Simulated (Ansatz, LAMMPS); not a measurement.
# Electronic structure of Ni59Al41 (at. %) with crystalline order left by the classical run (68 atoms)

Wanted: forces and levels of Ni59Al41 (at. %) with crystalline order left by the classical run (68 atoms).

Main program and level: Ansatz 0.2.0; Kohn-Sham DFT, LDA, PAW (set soft_2), plane waves.

## (1) Starting point

The cell holds 68 atoms: 40 Ni and 28 Al. Cell: a = 9.503 Å, b = 9.503 Å, c = 9.503 Å, α = 90.0°, β = 90.0°, γ = 90.0°. 68 atoms (40 Ni, 28 Al) placed at random at 5.03 g/cm³, melted at 2400 K for 10 ps at fixed volume with the EAM Ni-Al-H potential (Angelo, Moody and Baskes, Modell. Simul. Mater. Sci. Eng. 3, 289 (1995)). Quenched from 2400 K to 300 K at 10 K/ps and zero pressure, held 5 ps.

Limits known from the start: The quench rate of 10 K/ps is orders of magnitude faster than experiment, which tends to freeze in extra defects. The network of bonds at the start is that of the classical potential that made the cell, and needn't be the one that DFT or experiment would give.

## (2) Making the structure

A classical potential supplies the starting structure, since it reaches far longer times than DFT.

This step: classical MD, EAM Ni-Al-H potential (Angelo, Moody and Baskes, Modell. Simul. Mater. Sci. Eng. 3, 289 (1995)) (LAMMPS 22 Jul 2025 - Update 4).

Contents of in.lmp:

```
# melt-quench of Ni40Al28
units metal
atom_style atomic
boundary p p p
region box block 0 10.0782 0 10.0782 0 10.0782
create_box 2 box
mass 1 58.6934   # Ni
mass 2 26.9815   # Al
create_atoms 1 random 40 52263 NULL overlap 1.78 maxtry 2000
create_atoms 2 random 28 52270 NULL overlap 1.78 maxtry 2000
pair_style eam/alloy
pair_coeff * * NiAlH_jea.eam.alloy Ni Al
neigh_modify delay 0 every 1 check yes
thermo_style custom step time temp pe press density
thermo_modify norm yes
timestep 0.002
thermo 100
min_style cg
minimize 1e-4 1e-4 200 2000
reset_timestep 0
velocity all create 2400 52264 mom yes dist gaussian
fix lim all nve/limit 0.05
fix lan all langevin 2400 2400 0.2 52265 zero yes
thermo 500
run 1000 post no
unfix lim
unfix lan
thermo 833
fix md all nvt temp 2400 2400 0.2
run 5000 post no
unfix md
thermo 10500
fix md all npt temp 2400 300 0.2 iso 0 0 2
run 105000 post no
unfix md
thermo 1250
fix md all npt temp 300 300 0.2 iso 0 0 2
run 2500 post no
unfix md
write_dump all custom glass.dump id type xs ys zs modify sort id
```

On the command line:

```console
> lmp -in in.lmp -log none -nocite
```

Numbers of over 12 decimals in the logs are rounded to 6 here.

What it wrote:

```text
LAMMPS (22 Jul 2025 - Update 4)
Created orthogonal box = (0 0 0) to (10.0782 10.0782 10.0782)
Created 40 atoms
Created 28 atoms
   Step          Time           Temp          PotEng         Press         Density
         0   0              0             -2.3568522      355687.91      5.0350908
        82   0.164          0             -4.1828353     -104430.62      5.0350908
Loop time of 0.00937997 s on 1 MPI rank(s) for 82 steps with 68 atoms
Minimization stats:
  Stopping criterion = energy tolerance
  Energy initial, next-to-last, final =
     -2.35685222181487  -4.18243974008261    -4.182835317159
  Force two-norm initial, final = 78.093229 0.4584129
  Iterations, force evaluations = 82 110
   Step          Time           Temp          PotEng         Press         Density
         0   0              2400          -4.1828353     -82742.556      5.0350908
       500   1              1820.3937     -3.8309874     -11009.96       5.0350908
[... 5 lines left out ...]
      2499   4.998          2142.305      -3.9146978     -48966.138      5.0350908
      3332   6.664          2480.8539     -3.8401024     -8179.5044      5.0350908
      4165   8.33           2364.424      -3.8713403     -14598.731      5.0350908
      4998   9.996          2684.1985     -3.8388529     -18936.766      5.0350908
      5831   11.662         2094.7473     -3.8958371     -37469.767      5.0350908
[... 1 line left out ...]
Loop time of 0.345814 s on 1 MPI rank(s) for 5000 steps with 68 atoms
   Step          Time           Temp          PotEng         Press         Density
[... 12 lines left out ...]
Loop time of 7.73446 s on 1 MPI rank(s) for 105000 steps with 68 atoms
   Step          Time           Temp          PotEng         Press         Density
    111000   222            304.654       -4.3080404     -17651.358      5.9598527
    111250   222.5          364.58348     -4.3053843      9253.5124      6.0692647
    112500   225            313.13032     -4.3030563     -2936.2892      6.0167781
    113500   227            299.61819     -4.3135061     -7694.5436      6.0067005
Loop time of 0.172943 s on 1 MPI rank(s) for 2500 steps with 68 atoms
```

Run time: 8.4 s. Hardware: 1 thread of Intel Xeon Platinum 8488C (Sapphire Rapids), shared host; peak memory 0.072 GiB.

## (3) Plane-wave single point

The electrons are solved once, with the atoms held.

Contents of input.yaml:

```yaml
crystal:
  lattice:
    - [9.50255, 0.0, 0.0]
    - [0.0, 9.50255, 0.0]
    - [0.0, 0.0, 9.50255]
  atoms:
    - { symbol: Ni, position: [0.77769, 0.42741, 0.1048], spin: 0.6 }
    - { symbol: Ni, position: [0.2819, 0.93914, 0.88784], spin: 0.6 }
    - { symbol: Ni, position: [0.6498, 0.21289, 0.24051], spin: 0.6 }
    - { symbol: Ni, position: [0.57286, 0.4982, 0.26786], spin: 0.6 }
    - { symbol: Ni, position: [0.95142, 0.78982, 0.16514], spin: 0.6 }
    - { symbol: Ni, position: [0.06127, 0.30159, 0.7229], spin: 0.6 }
    - { symbol: Ni, position: [0.55505, 0.18182, 0.54856], spin: 0.6 }
    - { symbol: Ni, position: [0.76848, 0.08466, 0.42757], spin: 0.6 }
    - { symbol: Ni, position: [0.41368, 0.56906, 0.93656], spin: 0.6 }
    - { symbol: Ni, position: [0.36935, 0.36187, 0.76795], spin: 0.6 }
    - { symbol: Ni, position: [0.82636, 0.23978, 0.6452], spin: 0.6 }
    - { symbol: Ni, position: [0.04005, 0.85814, 0.82802], spin: 0.6 }
    - { symbol: Ni, position: [0.05617, 0.50062, 0.14731], spin: 0.6 }
    - { symbol: Ni, position: [0.00852, 0.61724, 0.71538], spin: 0.6 }
    - { symbol: Ni, position: [0.61447, 0.33135, 0.78673], spin: 0.6 }
    - { symbol: Ni, position: [0.26812, 0.25562, 0.56218], spin: 0.6 }
    - { symbol: Ni, position: [0.97027, 0.44787, 0.50622], spin: 0.6 }
    - { symbol: Ni, position: [0.45897, 0.15163, 0.95274], spin: 0.6 }
    - { symbol: Ni, position: [0.6618, 0.57422, 0.89292], spin: 0.6 }
    - { symbol: Ni, position: [0.12619, 0.1704, 0.26021], spin: 0.6 }
    - { symbol: Ni, position: [0.91171, 0.31427, 0.28458], spin: 0.6 }
    - { symbol: Ni, position: [0.13223, 0.79108, 0.55734], spin: 0.6 }
    - { symbol: Ni, position: [0.77529, 0.77528, 0.76086], spin: 0.6 }
    - { symbol: Ni, position: [0.49469, 0.59349, 0.7017], spin: 0.6 }
    - { symbol: Ni, position: [0.6385, 0.9059, 0.58036], spin: 0.6 }
    - { symbol: Ni, position: [0.27984, 0.02755, 0.44105], spin: 0.6 }
    - { symbol: Ni, position: [0.00072, 0.25502, 0.05925], spin: 0.6 }
    - { symbol: Ni, position: [0.87697, 0.72508, 0.51763], spin: 0.6 }
    - { symbol: Ni, position: [0.08885, 0.00412, 0.04887], spin: 0.6 }
    - { symbol: Ni, position: [0.47158, 0.77167, 0.3022], spin: 0.6 }
    - { symbol: Ni, position: [0.3973, 0.79718, 0.06405], spin: 0.6 }
    - { symbol: Ni, position: [0.7277, 0.18298, 0.01018], spin: 0.6 }
    - { symbol: Ni, position: [0.33541, 0.059, 0.15233], spin: 0.6 }
    - { symbol: Ni, position: [0.74028, 0.84853, 0.32722], spin: 0.6 }
    - { symbol: Ni, position: [0.34212, 0.63642, 0.44809], spin: 0.6 }
    - { symbol: Ni, position: [0.21471, 0.17835, 0.89625], spin: 0.6 }
    - { symbol: Ni, position: [0.2102, 0.49938, 0.6153], spin: 0.6 }
    - { symbol: Ni, position: [0.13776, 0.03789, 0.67295], spin: 0.6 }
    - { symbol: Ni, position: [0.09071, 0.6596, 0.35067], spin: 0.6 }
    - { symbol: Ni, position: [0.52299, 0.00794, 0.36538], spin: 0.6 }
    - { symbol: Al, position: [0.8766, 0.06257, 0.19728] }
    - { symbol: Al, position: [0.16909, 0.4091, 0.36466] }
    - { symbol: Al, position: [0.13137, 0.46352, 0.89324] }
    - { symbol: Al, position: [0.39946, 0.24491, 0.31971] }
    - { symbol: Al, position: [0.52912, 0.83338, 0.83208] }
    - { symbol: Al, position: [0.61651, 0.66157, 0.4752] }
    - { symbol: Al, position: [0.39963, 0.83882, 0.56419] }
    - { symbol: Al, position: [0.76511, 0.51399, 0.66408] }
    - { symbol: Al, position: [0.58091, 0.98114, 0.11528] }
    - { symbol: Al, position: [0.47168, 0.41388, 0.51899] }
    - { symbol: Al, position: [0.38436, 0.08691, 0.71143] }
    - { symbol: Al, position: [0.26421, 0.32892, 0.08211] }
    - { symbol: Al, position: [0.14875, 0.71865, 0.01839] }
    - { symbol: Al, position: [0.65739, 0.08449, 0.7776] }
    - { symbol: Al, position: [0.00954, 0.92358, 0.3865] }
    - { symbol: Al, position: [0.53652, 0.36818, 0.05135] }
    - { symbol: Al, position: [0.85104, 0.3704, 0.87131] }
    - { symbol: Al, position: [0.83583, 0.5838, 0.30741] }
    - { symbol: Al, position: [0.72703, 0.3519, 0.44286] }
    - { symbol: Al, position: [0.94879, 0.10606, 0.84659] }
    - { symbol: Al, position: [0.82276, 0.90669, 0.97734] }
    - { symbol: Al, position: [0.3277, 0.57729, 0.19133] }
    - { symbol: Al, position: [0.65339, 0.70135, 0.12087] }
    - { symbol: Al, position: [0.02692, 0.18074, 0.49611] }
    - { symbol: Al, position: [0.89836, 0.63851, 0.96093] }
    - { symbol: Al, position: [0.25232, 0.70724, 0.77214] }
    - { symbol: Al, position: [0.89261, 0.96039, 0.62675] }
    - { symbol: Al, position: [0.22408, 0.85961, 0.24946] }
magnetization:
  spin_polarized: true
kpoints:
  mp_grid: { grid: [2, 2, 2] }
hamiltonian:
  xc: lda
scf:
  occupations: { method: methfessel_paxton, width: 0.15 }
  lower_state_search: "off"
output:
  forces: true
  stress: true
  populations: intrinsic
  dos:
    method: { smearing: { sigma: 0.08 } }
    de: 0.1
    projected: { site_lists: { Al: [Al], Ni: [Ni] } }
  eigenvalues: true
  write_density: true
  write_potential: true
  volumetric_format: npy
```

On the command line:

```console
> ansatz run input.yaml --threads 8 --pin off --max-ram 15872MiB --backend cpu --events-out ev --progress --plain --runs-dir out
```

What it wrote:

```text
Engine: ansatz 0.2.0, x86_64-unknown-linux-gnu
Pseudopotentials: kind: paw
Pseudopotential: Ni, paw, valence charge 18, recommended cutoff 420 eV (normal), Ni.paw.azcp
Pseudopotential: Al, paw, valence charge 3, recommended cutoff 420 eV (normal), Al.paw.azcp
[... 3 lines on functional and potentials left out ...]
Crystal: 68 atoms, lattice volume = 858.066 Å³
Basis set: ecut = 420 eV, 16831 PW (Γ)
Bands: 497, of which v1, the nominal top of the filled ones, is band 402 counted from 1 (401 counted from 0)
Symmetry: 1 space group operations
Space group: P1 (ITA 1), of the structure as read, at distance tolerance 9.5e-5 Å
Magnetic group: BNS 1.1 (UNI 1), of the structure as read, at distance tolerance 9.5e-5 Å
k-points: 8
[... 7 lines on functional and potentials left out ...]
Initial density: superposition of atomic densities (chi_scale 0.1, normalization cell)
Starting moments: Σ|m| = 24 μB on 40 of 68 sites
Initial wavefunctions: pseudopotential atomic-orbital guess
Functional: x = slater, c = lda
SCF iter   1: F=—  HF=-245335.609087 eV  |F-HF|=—  |Δ(HF+E_count)|=         —  Δρ=9.63e-2 (↑2.34e-2 ↓9.63e-2)  dr2=1.40e2  dr2_m=1.31e1  M=5.781 μB ∫|m|=6.891 μB  β_m=0.30  ethr=3.10e-3  ⟨swp⟩=5.2  Hψ=28501  notcnv=0  defer=238
preconditioner: auto → Kerker (q_TF=auto, 2.699 Å⁻¹)  [metal: Δε(μ)=0.010 eV  Ē_g=7.080 eV  σ=0.150 eV  W_gap=0.06  n_scr=256 (ndim 8)  ℏωp=27.9 eV  f_vac=0.000  D(μ)=34.02/eV (n_scr^D=256)]
spin=Collinear: Kerker preconditioning applied to the charge; magnetization (m = ρ↑ − ρ↓) channel mixes plain (no charge-response kernel on spin).
SCF iter   2: F=—  HF=-245325.093157 eV  |F-HF|=—  |Δ(HF+E_count)|=    1.05e1  S|Δr|=    0.00e0  Δρ=3.74e-2 (↑3.74e-2 ↓2.47e-2)  dr2=2.17e1  dr2_m=5.04e0  M=6.917 μB ∫|m|=8.315 μB  β_m=0.30  ethr=3.10e-3  ⟨swp⟩=3.0  Hψ=12810  notcnv=0  defer=1265
SCF iter   3: F=—  HF=-245321.711160 eV  |F-HF|=—  |Δ(HF+E_count)|=    3.38e0  S|Δr|=    0.00e0  Δρ=3.53e-2 (↑1.81e-2 ↓3.53e-2)  dr2=2.46e1  dr2_m=4.03e0  M=5.221 μB ∫|m|=6.535 μB  β_m=0.30  ethr=2.70e-3  ⟨swp⟩=2.6  Hψ=11868  notcnv=0  defer=1240
SCF iter   4: F=—  HF=-245318.074450 eV  |F-HF|=—  |Δ(HF+E_count)|=    3.64e0  S|Δr|=    0.00e0  Δρ=6.21e-2 (↑4.11e-2 ↓6.21e-2)  dr2=8.98e1  dr2_m=2.99e0  M=5.871 μB ∫|m|=7.182 μB  β_m=0.30  ethr=2.70e-3  ⟨swp⟩=3.7  Hψ=11293  notcnv=0  defer=1240
SCF iter   5: F=—  HF=-245316.710267 eV  |F-HF|=—  |Δ(HF+E_count)|=    1.36e0  S|Δr|=    0.00e0  Δρ=2.65e-2 (↑2.65e-2 ↓2.41e-2)  dr2=1.49e1  dr2_m=1.36e0  M=5.256 μB ∫|m|=6.412 μB  β_m=0.30  ethr=2.70e-3  ⟨swp⟩=2.6  Hψ=15283  notcnv=0  defer=1212
SCF iter   6: F=—  HF=-245316.367566 eV  |F-HF|=—  |Δ(HF+E_count)|=   3.43e-1  S|Δr|=    0.00e0  Δρ=2.04e-2 (↑2.04e-2 ↓9.34e-3)  dr2=3.61e0  dr2_m=9.64e-1  M=4.407 μB ∫|m|=5.522 μB  β_m=0.30  ethr=1.85e-3  ⟨swp⟩=2.0  Hψ=6914  notcnv=0  defer=1212
SCF iter   7: F=—  HF=-245316.423997 eV  |F-HF|=—  |Δ(HF+E_count)|=   5.64e-2  S|Δr|=    0.00e0  Δρ=1.57e-2 (↑1.57e-2 ↓7.17e-3)  dr2=1.89e0  dr2_m=7.05e-1  M=3.872 μB ∫|m|=4.902 μB  β_m=0.30  ethr=4.49e-4  ⟨swp⟩=1.5  Hψ=6797  notcnv=0  defer=1212
SCF iter   8: F=—  HF=-245316.449899 eV  |F-HF|=—  |Δ(HF+E_count)|=   2.59e-2  S|Δr|=    0.00e0  Δρ=1.15e-2 (↑1.15e-2 ↓5.88e-3)  dr2=4.68e-1  dr2_m=5.34e-1  M=3.371 μB ∫|m|=4.301 μB  β_m=0.30  ethr=2.36e-4  ⟨swp⟩=1.0  Hψ=6740  notcnv=0  defer=1212
SCF iter   9: F=—  HF=-245316.434778 eV  |F-HF|=—  |Δ(HF+E_count)|=   1.51e-2  S|Δr|=    0.00e0  Δρ=8.40e-3 (↑8.40e-3 ↓7.16e-3)  dr2=3.36e-1  dr2_m=4.03e-1  M=2.970 μB ∫|m|=3.809 μB  β_m=0.30  ethr=5.81e-5  ⟨swp⟩=2.2  Hψ=9417  notcnv=0  defer=1212
SCF iter  10: F=—  HF=-245316.394852 eV  |F-HF|=—  |Δ(HF+E_count)|=   3.99e-2  S|Δr|=    0.00e0  Δρ=7.24e-3 (↑5.56e-3 ↓7.24e-3)  dr2=4.99e-2  dr2_m=3.07e-1  M=2.610 μB ∫|m|=3.353 μB  β_m=0.30  ethr=4.18e-5  ⟨swp⟩=1.8  Hψ=7371  notcnv=0  defer=1212
[...]
spin-set hold released at iteration 12 (site moments contracting): the magnetisation degrees of freedom join the quasi-Newton model from the next iteration; the mixer history was flushed
[...]
SCF iter  41: F=-245316.511198 eV  HF=-245316.511198 eV  |F-HF|=4.32e-8  |Δ(HF+E_count)|=   3.26e-9  S|Δr|=    0.00e0  Δρ=2.17e-6 (↑1.91e-6 ↓2.17e-6)  dr2=5.19e-8  dr2_m=1.96e-8  M=0.000 μB ∫|m|=0.001 μB  β_m=0.25  ethr=1.24e-11  ⟨swp⟩=13.2  Hψ=58018  notcnv=0
iter 42 did not close the SCF: its close was put off for a magnetic moment that had not settled (scf_convergence_deferred on its scf_iter line)
SCF iter  42: F=-245316.511198 eV  HF=-245316.511198 eV  |F-HF|=6.82e-8  |Δ(HF+E_count)|=   3.32e-9  S|Δr|=    0.00e0  Δρ=2.18e-6 (↑2.18e-6 ↓1.53e-6)  dr2=7.16e-8  dr2_m=1.28e-8  M=0.000 μB ∫|m|=0.001 μB  β_m=0.31  ethr=6.45e-12  ⟨swp⟩=5.0  Hψ=36879  notcnv=0
SCF iter  43: F=—  HF=-245316.511198 eV  |F-HF|=—  |Δ(HF+E_count)|=   4.77e-9  S|Δr|=    0.00e0  Δρ=2.25e-6 (↑2.04e-6 ↓2.25e-6)  dr2=1.42e-7  dr2_m=4.60e-9  M=0.000 μB ∫|m|=0.000 μB  β_m=0.26  ethr=6.45e-12  ⟨swp⟩=2.0  Hψ=10713  notcnv=0
SCF iter  44: F=—  HF=-245316.511198 eV  |F-HF|=—  |Δ(HF+E_count)|=  5.82e-10  S|Δr|=    0.00e0  Δρ=2.23e-6 (↑1.94e-6 ↓2.23e-6)  dr2=1.39e-7  dr2_m=2.81e-9  M=0.000 μB ∫|m|=0.000 μB  β_m=0.20  ethr=6.45e-12  ⟨swp⟩=2.0  Hψ=10746  notcnv=0
iter 45 did not close the SCF: its close was put off for a magnetic moment that had not settled (scf_convergence_deferred on its scf_iter line)
SCF iter  45: F=-245316.511198 eV  HF=-245316.511198 eV  |F-HF|=1.01e-8  |Δ(HF+E_count)|=   5.30e-9  S|Δr|=    0.00e0  Δρ=8.89e-7 (↑4.99e-7 ↓8.89e-7)  dr2=1.10e-8  dr2_m=2.00e-9  M=0.000 μB ∫|m|=0.000 μB  β_m=0.21  ethr=6.45e-12  ⟨swp⟩=5.0  Hψ=38454  notcnv=0
iter 46 did not close the SCF: its close was put off for a magnetic moment that had not settled (scf_convergence_deferred on its scf_iter line)
SCF iter  46: F=-245316.511198 eV  HF=-245316.511198 eV  |F-HF|=7.28e-10  |Δ(HF+E_count)|=  7.86e-10  S|Δr|=    0.00e0  Δρ=5.13e-7 (↑3.96e-7 ↓5.13e-7)  dr2=2.19e-9  dr2_m=1.10e-9  M=0.000 μB ∫|m|=0.000 μB  β_m=0.39  ethr=1.36e-12  ⟨swp⟩=4.4  Hψ=34299  notcnv=0
SCF iter  47: F=-245316.511198 eV  HF=-245316.511198 eV  |F-HF|=5.85e-9  |Δ(HF+E_count)|=   1.11e-9  S|Δr|=    0.00e0  Δρ=5.96e-7 (↑5.96e-7 ↓4.90e-7)  dr2=6.52e-9  dr2_m=5.66e-10  M=0.000 μB ∫|m|=0.000 μB  ethr=1.00e-12  ⟨swp⟩=4.0  Hψ=34556  notcnv=0
WARN: the starting moments were not kept: the SCF closed with an absolute magnetisation of 1.2e-4 μB, where they sum to 24 μB in size (40 sites). That is at most 0.1 of that sum. Measured as dr2_m measures the in/out step, that magnetisation stands 1.5e-9 eV from none, [...]
SCF 1 converged in 47 iterations: F = -245316.511198 eV  dr2 = 6.52e-9
  greatest PAW one-centre occupation: 1.002 electrons in one spin orbital (limit 2), on the Ni atom at site 34 (counted from 0), in its partial waves of l = 1
this state was not tested for a lower state beside it, because cold or Methfessel-Paxton smearing, or corrected tetrahedra, fill the levels in a way that the test cannot read (fill_not_monotonic; see scf.lower_state_search)
SCF converged after 47 iterations
Magnetization: 0.0000 μB (402.0000 up, 402.0000 down)
Absolute magnetization: 0.0001 μB (∫|ρ↑−ρ↓|, with the PAW one-centre terms)
Spin contamination: 0.0000 ħ² per cell (⟨S²⟩ above its minimum at these occupations)
Per-site moments (μB) at R_I (Å): [(2.880540043812586e-6, 0.984509), (5.5205447666543955e-6, 0.974500), (-2.753526289693524e-6, 0.960271), (-1.4690270786805272e-6, 1.000144), (-1.0488435726218693e-6, 1.003047), [...]
Free energy (F): -245316.511198 eV
Harris-Foulkes:  -245316.511198 eV  (|F-HF|=5.85e-9)
Internal energy: -245316.519606 eV  (E = F + TS)
E sigma→0 (E₀):  -245316.513300 eV
Entropy (-TS):   0.008408 eV (0.124 meV/atom)
Fermi energy:    12.944536 eV
Step filling:    the computed levels leave a gap of 0.0073 eV = 0.0 smearing widths at the electron count; against every level under it full and every level over it empty, smearing changes F+E_penalty+E_count by -5.282 meV and its σ→0 estimate by -7.384 meV
--- Per-component energies (eV) ---
  E_band       = -14108.768072
  E_kinetic    = 12066.318349
  E_local      = -192594.077485  (includes V_loc(G=0)·N_el)
  E_nonlocal   = 25928.289701
  E_hartree    = 83516.172905
  E_xc         = -4497.406679
  E_vxc        = -5216.413532  (∫ρ·V_xc dr)
  E_paw        = -75037.538520  (= ΣΔE_a)
  E_vpaw       = -21325.235937  (= ΣTr[D̂ρ^β])
  E_aug_tail   = 0.017705  (compensation charges beyond the density's cutoff)
  E_ewald      = -94717.220463
  E_core_change = 18.924881  (= ΣΔE_core)
  E_smearing   = 0.008408  (= −TS)
  E_closure    = 0.000000  (closes the sum)
  Σ components = -245316.511198   (vs F -245316.511198, Δ=0.00e0)
--- Forces (eV/Å), atoms counted from 1 ---
  atom   1  Ni     0.02258340     0.49361759     0.19262182
  atom   2  Ni     0.17937369    -0.33130050     0.01854974
  atom   3  Ni    -0.49970807     0.37119884     0.34618781
  atom   4  Ni     0.00030406    -0.13825243     0.78268798
  atom   5  Ni     0.02044175     0.14103273     0.23633803
  atom   6  Ni     0.33627313     0.07951588    -0.04695455
  atom   7  Ni     0.21481257    -0.05245582    -0.11724503
  atom   8  Ni     0.78515309    -0.18507270     0.46964932
  atom   9  Ni    -0.92829937    -0.02927118     0.57903936
  atom  10  Ni    -0.64817552     0.13012356     0.64208494
  atom  11  Ni    -0.47706939    -0.18882947     0.08341629
  atom  12  Ni    -0.53635634    -0.35120745     0.06511650
  atom  13  Ni     0.03294681     0.22637342    -0.61687371
  atom  14  Ni    -0.36297493    -0.21174246     0.37840327
[...]
atom  67  Al    -0.41532652    -0.69753558     0.08774808
  atom  68  Al     0.85610753    -0.15271936     0.05902496
  max |Σ_I F_I| component: 7.63e-5 eV/Å
--- Stress (GPa, compression-positive) ---
      -13.643858       0.434544       0.533657
        0.434544     -13.480490       1.231112
        0.533657       1.231112     -10.489661
  P = ⅓ Tr σ = -12.5380 GPa (-125.380 kbar)
--- Band table (eV; the first three rows and the last of 16) ---
  k-point 0 ↑: bands = ["-89.3592", "-89.3309", "-89.3051", "-89.3006", [... 481 levels ...], "19.8004", "19.8178", "19.8765", "20.0000", "20.0250", "20.0782", "20.2015", "20.2671", "20.3518", "20.3745", "20.4253", "20.5032"]
[...]
--- intrinsic populations: 68 sites ---
  site symbol       q [e]    m [muB]
     0     Ni     17.7334     0.0000
     1     Ni     17.7977     0.0000
     2     Ni     17.7161    -0.0000
[...]
67     Al      3.4185    -0.0000
  spilling = -0.000000 (of n_electrons = 804.000000)
```

The job ended after 4.1 min (8 threads of Intel Xeon Platinum 8488C (Sapphire Rapids), shared host; peak memory 12 GiB).

In the SCF lines HF is the Harris–Foulkes energy and dr2 the Hartree energy of the density residual, in eV; the loop may stop once dr2 is under the threshold and the program's other checks hold. Hψ counts applications of the Hamiltonian.

The program notes that starting moments were not kept, it cut back its work space to fit the memory limit and the stability of the SCF solution was not settled.

The run gave:

* free energy: -245316.5112 eV
* free energy per atom: -3607.5958 eV/atom
* SCF cycles: 47
* pressure: -12.54 GPa
* r.m.s. force component: 0.4831 eV/Å
* longest force: 1.851 eV/Å
* Fermi energy: 12.94 eV
* levels partly filled by over 2 per cent: 84

Length of the force by element:

| element | coordination | atoms | mean length of the force (eV/Å) | spread | least | most |
| --- | --- | --- | --- | --- | --- | --- |
| Al | all | 28 | 0.944 | 0.338 | 0.408 | 1.85 |
| Ni | all | 40 | 0.609 | 0.340 | 0.0852 | 1.55 |

(Part 1 of 2 ends here.)

[Logs are printed without paths, hosts, clocks, repeated set-up lines and the standing remarks that a program may print on its own settings, such as how far it seeks lower states.]

[Hosts, paths, dates, database ids (printed as entryN), source tags and the programs' standing remarks are cut or masked in the printed files.]
